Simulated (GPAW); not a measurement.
# MnGe15 (Ge32 Mn2 d4p00): which magnetic order is lowest, part 2 of 2

Wanted: the moments of MnGe15 (Ge32 Mn2 d4p00) and the energy of each order that was tried.

GPAW 26.7.0; PBE; plane waves with GPAW's PAW setups, scalar-relativistic.

So far. Step 2 (Run 1 (ferro ++)): After 34 cycles the largest moment stands at 3.19 μB.

### Step 3. Start 2: antiferro +-

Reversing part of the moments tests the sign of the couplings between them.

order2.py

```python
import json
import numpy as np
from ase import Atoms
from ase.parallel import paropen, parprint
from gpaw import GPAW

atoms = Atoms(['Mn', 'Ge', 'Mn', 'Ge', 'Ge', 'Ge', 'Ge', 'Ge', 'Ge', 'Ge', 'Ge', 'Ge', 'Ge', 'Ge', 'Ge', 'Ge', 'Ge', 'Ge', 'Ge', 'Ge', 'Ge', 'Ge', 'Ge', 'Ge', 'Ge', 'Ge', 'Ge', 'Ge', 'Ge', 'Ge', 'Ge', 'Ge'],
    cell=[[11.316, 0.0, 0.0],
         [0.0, 11.316, 0.0],
         [0.0, 0.0, 5.658]],
    scaled_positions=[[0.0, 0.0, 0.0],
         [0.125, 0.125, 0.25],
         [0.0, 0.25, 0.5],
         [0.125, 0.375, 0.75],
         [0.25, 0.0, 0.5],
         [0.375, 0.125, 0.75],
         [0.25, 0.25, 0.0],
         [0.375, 0.375, 0.25],
         [0.0, 0.5, 0.0],
         [0.125, 0.625, 0.25],
         [0.0, 0.75, 0.5],
         [0.125, 0.875, 0.75],
         [0.25, 0.5, 0.5],
         [0.375, 0.625, 0.75],
         [0.25, 0.75, 0.0],
         [0.375, 0.875, 0.25],
         [0.5, 0.0, 0.0],
         [0.625, 0.125, 0.25],
         [0.5, 0.25, 0.5],
         [0.625, 0.375, 0.75],
         [0.75, 0.0, 0.5],
         [0.875, 0.125, 0.75],
         [0.75, 0.25, 0.0],
         [0.875, 0.375, 0.25],
         [0.5, 0.5, 0.0],
         [0.625, 0.625, 0.25],
         [0.5, 0.75, 0.5],
         [0.625, 0.875, 0.75],
         [0.75, 0.5, 0.5],
         [0.875, 0.625, 0.75],
         [0.75, 0.75, 0.0],
         [0.875, 0.875, 0.25]],
    pbc=True,
    magmoms=[4.5, 0.0, -4.5, 0.0, 0.0, 0.0, 0.0, 0.0, 0.0, 0.0, 0.0, 0.0, 0.0, 0.0, 0.0, 0.0, 0.0, 0.0, 0.0, 0.0, 0.0, 0.0, 0.0, 0.0, 0.0, 0.0, 0.0, 0.0, 0.0, 0.0, 0.0, 0.0])
atoms.calc = GPAW(mode={'name': 'pw', 'ecut': 450},
    xc='PBE',
    kpts={'size': (3, 3, 5), 'gamma': True},
    occupations={'name': 'fermi-dirac', 'width': 0.05},
    convergence={'density': 1e-05, 'energy': 1e-05},
    maxiter=200,
    mixer={'name': 'pulay', 'beta': 0.05, 'nmaxold': 6, 'weight': 50},
    symmetry={'tolerance': 1e-4},
    txt='order2.txt')
e = atoms.get_potential_energy(force_consistent=True)
res = {'free_energy': e, 'energy_sigma0': atoms.get_potential_energy(), 'fermi_energy': atoms.calc.get_fermi_level()}
res['moments'] = atoms.get_magnetic_moments().tolist()
res['total'] = atoms.get_magnetic_moment()
parprint('site moments (muB):', np.round(res['moments'], 3))
parprint(f"total moment: {res['total']:.3f} muB")
parprint(f'free energy: {e:.6f} eV')
atoms.calc.write('order2.gpw')
with paropen('results.json', 'w') as f:
    json.dump(res, f)
```

Started as:

```console
OMP_NUM_THREADS=1 mpirun -n 4 gpaw python order2.py > order2.log
```

Numbers of over 12 decimals in the logs are rounded to 6 here.

The program printed:

```text
site moments (muB): [ 3.22e+00  0.00e+00 -3.22e+00  4.80e-02  1.00e-03  0.00e+00 -1.00e-03
  0.00e+00 -3.00e-03  0.00e+00  3.00e-03 -4.80e-02 -2.00e-03 -0.00e+00
  2.00e-03 -0.00e+00 -1.00e-03  0.00e+00  1.00e-03  0.00e+00  1.00e-03
  0.00e+00 -1.00e-03  4.80e-02 -3.00e-03 -0.00e+00  3.00e-03 -0.00e+00
 -2.00e-03  0.00e+00  2.00e-03 -4.80e-02]
total moment: 0.000 muB
free energy: -150.817318 eV

--- order2.txt ---
Input parameters:
  mode=PW(ecut=450),
  convergence={'density': 1e-05, 'energy': 1e-05},
  kpts=MonkhorstPack(size=(3, 3, 5), gamma=True),
  maxiter=200,
  mixer=Pulay(name='pulay', nmaxold=6, beta=0.05, weight=50, sigma=0.015, g_ss=None),
  occupations=Occupations(name='fermi-dirac', width=0.05),
  symmetry=Symmetry(tolerance=0.0001),
  xc=XC(name='PBE')

Diagonalizing LCAO Hamiltonian
Converting LCAO to pw mode
        .---------------------------.
       /|                           |
      / |                           |
     /  |  Ge            Ge         |
    /   |       Ge            Ge    |
   /  Ge|           Ge              |
  /    Ge         Ge Ge         Ge  |
 *      .--Ge------------Ge---------.
 |     / Ge Ge         Ge Ge       /
 | Mn /      Ge  Ge        Ge     /
 |   Ge Ge    Ge   Ge Ge    Ge   /
 |  /Ge            Ge           /
 | /      Ge            Ge     /
 |/                           /
 Mn------------Ge------------*

Atoms  # Å, Bohr magnetons
|    | symbol |        x |        y |        z |    initial magnetic moments |
|----|--------|----------|----------|----------|-----------------------------|
|  0 |     Mn | 0.000000 | 0.000000 | 0.000000 | ( 0.0000,  0.0000,  4.5000) |
|  1 |     Ge | 1.414500 | 1.414500 | 1.414500 | ( 0.0000,  0.0000,  0.0000) |
|  2 |     Mn | 0.000000 | 2.829000 | 2.829000 | ( 0.0000,  0.0000, -4.5000) |
|  3 |     Ge | 1.414500 | 4.243500 | 4.243500 | ( 0.0000,  0.0000,  0.0000) |
|  4 |     Ge | 2.829000 | 0.000000 | 2.829000 | ( 0.0000,  0.0000,  0.0000) |
|  5 |     Ge | 4.243500 | 1.414500 | 4.243500 | ( 0.0000,  0.0000,  0.0000) |
|  6 |     Ge | 2.829000 | 2.829000 | 0.000000 | ( 0.0000,  0.0000,  0.0000) |
|  7 |     Ge | 4.243500 | 4.243500 | 1.414500 | ( 0.0000,  0.0000,  0.0000) |
|  8 |     Ge | 0.000000 | 5.658000 | 0.000000 | ( 0.0000,  0.0000,  0.0000) |
|  9 |     Ge | 1.414500 | 7.072500 | 1.414500 | ( 0.0000,  0.0000,  0.0000) |
| 10 |     Ge | 0.000000 | 8.487000 | 2.829000 | ( 0.0000,  0.0000,  0.0000) |
| 11 |     Ge | 1.414500 | 9.901500 | 4.243500 | ( 0.0000,  0.0000,  0.0000) |
| 12 |     Ge | 2.829000 | 5.658000 | 2.829000 | ( 0.0000,  0.0000,  0.0000) |
| 13 |     Ge | 4.243500 | 7.072500 | 4.243500 | ( 0.0000,  0.0000,  0.0000) |
[...]
| 24 |     Ge | 5.658000 | 5.658000 | 0.000000 | ( 0.0000,  0.0000,  0.0000) |
| 25 |     Ge | 7.072500 | 7.072500 | 1.414500 | ( 0.0000,  0.0000,  0.0000) |
| 26 |     Ge | 5.658000 | 8.487000 | 2.829000 | ( 0.0000,  0.0000,  0.0000) |
| 27 |     Ge | 7.072500 | 9.901500 | 4.243500 | ( 0.0000,  0.0000,  0.0000) |
| 28 |     Ge | 8.487000 | 5.658000 | 2.829000 | ( 0.0000,  0.0000,  0.0000) |
| 29 |     Ge | 9.901500 | 7.072500 | 4.243500 | ( 0.0000,  0.0000,  0.0000) |
| 30 |     Ge | 8.487000 | 8.487000 | 0.000000 | ( 0.0000,  0.0000,  0.0000) |
| 31 |     Ge | 9.901500 | 9.901500 | 1.414500 | ( 0.0000,  0.0000,  0.0000) |

Unit cell  # Å
| periodic |         x |         y |        z |   lengths |    angles |
|----------|-----------|-----------|----------|-----------|-----------|
|      yes | 11.316000 |  0.000000 | 0.000000 | 11.316000 | 90.000000 |
|      yes |  0.000000 | 11.316000 | 0.000000 | 11.316000 | 90.000000 |
|      yes |  0.000000 |  0.000000 | 5.658000 |  5.658000 | 90.000000 |

Number of symmetries: 2

BZ-sampling:
  Number of BZ points: 45
  Number of IBZ points: 16

  Monkhorst-Pack size: [3, 3, 5]
  Monkhorst-Pack shift: [0, 0, 0]

Plane wave coefficients: 15740
Cutoff: 450.000000 eV

Spin-components: 2 (collinear spins)
Bands:           94
Projectors:      162
Spin-degeneracy: 1
Datatype:        complex128

Parallelization:
  kpt:    4
  domain: 1
  band:   1

Density:
  Valence electrons: 150.0
  Components: 2
  Grid points: [56 56 28]
  Charge: 0.0  # |e|

Potential:
  Grid points: [56 56 28]

[... setups left out ...]
Reference energy: -1775957.311721  # eV

eigensolver:
  PPCG
  Converge bands: occupied
  niter=2

density mixing:
  Pulay-Mixer
  Linear mixing parameters: 0.05
  Old densities: 6
  Fourier metric: weight=50, sigma=0.015

occupation numbers:
  Fermi-Dirac:
    width: 0.0500  # eV

poisson solver:
  ecut: 3600.000000  # eV

xc functional:
  name: PBE with 2 nearest neighbor stencil

convergence criteria:
- Maximum integral of absolute [dens]ity change: 1e-05 electrons / valence electron
- Maximum [total energy] change in last 3 cyles: 1e-05 eV / valence electron
- Maximum integral of absolute [eigenst]ate change: 4e-08 eV^2 / valence electron
maximum number of iterations: 200

SCF iterations
|iter     |      energy | eigst |  dens |  magmom |
|---------|-------------|-------|-------|---------|
|iter:   1|       0s | -151.865782 | +0.05 |       |  +0.0000|
|iter:   2|      40s | -150.809485 | -1.30 | -0.88 |  +0.0000|
|iter:   3|      81s | -150.762680 | -2.30 | -0.96 |  +0.0000|
|iter:   4|     122s | -150.923543 | -1.31 | -0.99 |  +0.0000|
|iter:   5|     159s | -150.825052 | -2.70 | -1.64 |  +0.0000|
|iter:   6|     203s | -150.818165 | -1.90 | -1.66 |  +0.0000|
|iter:   7|     241s | -150.765480 | -2.98 | -1.82 |  +0.0000|
|iter:   8|     280s | -150.782192 | -3.23 | -1.90 |  -0.0000|
|iter:   9|     315s | -150.765909 | -3.20 | -2.08 |  -0.0000|
|iter:  10|     344s | -150.769721 | -4.38 | -2.33 |  -0.0000|
[... 16 iterations left out ...]
|iter:  27|     836s | -150.771309c| -7.76c| -4.18 |  -0.0000|
|iter:  28|     867s | -150.771307c| -7.49c| -4.24 |  -0.0000|
|iter:  29|     884s | -150.771304c| -8.27c| -4.47 |  -0.0000|
|iter:  30|     901s | -150.771298c| -7.61c| -4.50 |  -0.0000|
|iter:  31|     914s | -150.771299c| -7.78c| -4.71 |  -0.0000|
|iter:  32|     928s | -150.771298c| -8.18c| -4.76 |  +0.0000|
|iter:  33|     943s | -150.771299c| -8.34c| -4.83 |  -0.0000|
|iter:  34|     957s | -150.771299c| -8.68c| -4.88 |  -0.0000|
|iter:  35|     971s | -150.771299c| -8.46c| -4.93 |  +0.0000|
|iter:  36|     986s | -150.771299c| -8.54c| -5.13c|  +0.0000|

Converged in 36 steps
Energy contributions relative to reference atoms: (reference = -1775957.311721)

Energy contributions:
  Kinetic:         403.806308
  Coulomb:        -360.421195
  Zero:              0.463281
  External:          0.000000
  Xc:             -194.573673
  Entropy:          -0.092039
  Spinorbit:         0.000000
  ----------------------------
  Free energy:    -150.817318
  Extrapolated:   -150.771299

dipole moment: (-124.472342, -135.875259, -141.792942)  # |e|*Ang

Total magnetic moment: (0.000000, 0.000000, 0.000000)

Local magnetic moments
|        x |        y |         z |
|----------|----------|-----------|
| 0.000000 | 0.000000 |  3.220181 |  # Mn   0
| 0.000000 | 0.000000 |  0.000000 |  # Ge   1
| 0.000000 | 0.000000 | -3.220181 |  # Mn   2
| 0.000000 | 0.000000 |  0.047955 |  # Ge   3
| 0.000000 | 0.000000 |  0.001042 |  # Ge   4
| 0.000000 | 0.000000 |  0.000000 |  # Ge   5
| 0.000000 | 0.000000 | -0.001042 |  # Ge   6
| 0.000000 | 0.000000 |  0.000121 |  # Ge   7
| 0.000000 | 0.000000 | -0.002866 |  # Ge   8
| 0.000000 | 0.000000 |  0.000000 |  # Ge   9
| 0.000000 | 0.000000 |  0.002866 |  # Ge  10
| 0.000000 | 0.000000 | -0.047955 |  # Ge  11
[...]
| 0.000000 | 0.000000 | -0.002632 |  # Ge  24
| 0.000000 | 0.000000 | -0.000000 |  # Ge  25
| 0.000000 | 0.000000 |  0.002632 |  # Ge  26
| 0.000000 | 0.000000 | -0.000121 |  # Ge  27
| 0.000000 | 0.000000 | -0.001967 |  # Ge  28
| 0.000000 | 0.000000 |  0.000000 |  # Ge  29
| 0.000000 | 0.000000 |  0.001967 |  # Ge  30
| 0.000000 | 0.000000 | -0.047955 |  # Ge  31

Fermi level: 5.548
Eigenvalues  # (at kpt = [0.000, 0.000, 0.000])
| band index |      eig [eV] | occ [0-1] |      eig [eV] | occ [0-1] |
|------------|---------------|-----------|---------------|-----------|
|          0 |       -75.282 |     1.000 |       -75.282 |     1.000 |
|        ... |               |           |               |           |
|         66 |         4.022 |     1.000 |         4.022 |     1.000 |
|         67 |         4.092 |     1.000 |         4.092 |     1.000 |
|         68 |         4.358 |     1.000 |         4.358 |     1.000 |
|         69 |         4.423 |     1.000 |         4.423 |     1.000 |
|         70 |         4.635 |     1.000 |         4.635 |     1.000 |
|         71 |         4.849 |     1.000 |         4.849 |     1.000 |
|         72 |         4.966 |     1.000 |         4.966 |     1.000 |
|         73 |         5.087 |     1.000 |         5.087 |     1.000 |
|         74 |         5.757 |     0.015 |         5.757 |     0.015 |
|         75 |         5.788 |     0.008 |         5.788 |     0.008 |
|         76 |         6.043 |     0.000 |         6.043 |     0.000 |
|         77 |         6.053 |     0.000 |         6.053 |     0.000 |
|         78 |         6.177 |     0.000 |         6.177 |     0.000 |
|         79 |         6.468 |     0.000 |         6.468 |     0.000 |
|         80 |         6.630 |     0.000 |         6.630 |     0.000 |
|         81 |         6.718 |     0.000 |         6.718 |     0.000 |
|        ... |               |           |               |           |
|         93 |         8.003 |     0.000 |         8.003 |     0.000 |

No gap
No difference between direct/indirect transitions
```

Elapsed: 18 min, on 4 MPI ranks of Intel Xeon at 2.70GHz, shared host; peak memory 2.6 GiB; 70 min of CPU time.

Spin moment in the augmentation sphere by element, in μB:

```tsv
element	atoms	mean	spread (r.m.s.)	least	largest
Mn	2	0.00	3.22	-3.22	3.22
Ge	30	0.00	0.02	-0.05	0.05
```

The atoms farthest from the mean of their element:

```tsv
atom	x, y, z (Å)	spin moment in the augmentation sphere (μB)
Mn1	0.00, 0.00, 0.00	3.22
Mn3	0.00, 2.83, 2.83	-3.22
Ge4	1.41, 4.24, 4.24	0.05
Ge12	1.41, 9.90, 4.24	-0.05
Ge32	9.90, 9.90, 1.41	-0.05
Ge24	9.90, 4.24, 1.41	0.05
Ge9	0.00, 5.66, 0.00	0.00
Ge11	0.00, 8.49, 2.83	0.00
```

This step gave:

```yaml
magnetization: 0 μB
final_state: antiferromagnetic
```

It lies 163 meV a seeded atom over the first start, and its largest moment is 3.22 μB against 3.19 μB.

### Step 4. Energies of the orders

These are free energies at a smearing of 0.05 eV, so its entropy term is in the differences. They are divided by the number of seeded atoms, so that cells of unlike size compare.

Orders:

```tsv
start	final state	typed order kept	energy over the lowest (meV a seeded atom)	largest site moment (μB)	net moment (μB a primitive cell)	mesh matched	CPU time (s)
ferro ++	ferromagnetic	yes	0	3.191	6.111	yes	5368
antiferro +-	antiferromagnetic	yes	163.2	3.22	0	yes	4219
```

### Step 5. Outcome

```json
{
  "lowest state found": "ferromagnetic (typed ferro ++)",
  "largest site moment": "3.19 μB",
  "next state": "antiferromagnetic, 163 meV a seeded atom higher"
}
```

**Reading.** The lowest state found is ferromagnetic, reached from the start ferro ++, with moments up to 3.19 μB. The next state costs 163 meV a seeded atom. Only 2 starts are shown; other collinear patterns, canted and longer-period orders are not.

[Logs and program files are shortened in this print: banners, set-up blocks, solver, clock and traceback lines can be left out without a mark of their own.]

[Logs are printed without paths, hosts, clocks, repeated set-up lines and the standing remarks that a program may print on its own settings, such as how far it seeks lower states.]

[Hosts, paths, dates, database ids (printed as entryN), source tags and the programs' standing remarks are cut or masked in the printed files.]

[Where a cell is said to come from a database of computed structures, the database is the Materials Project.]
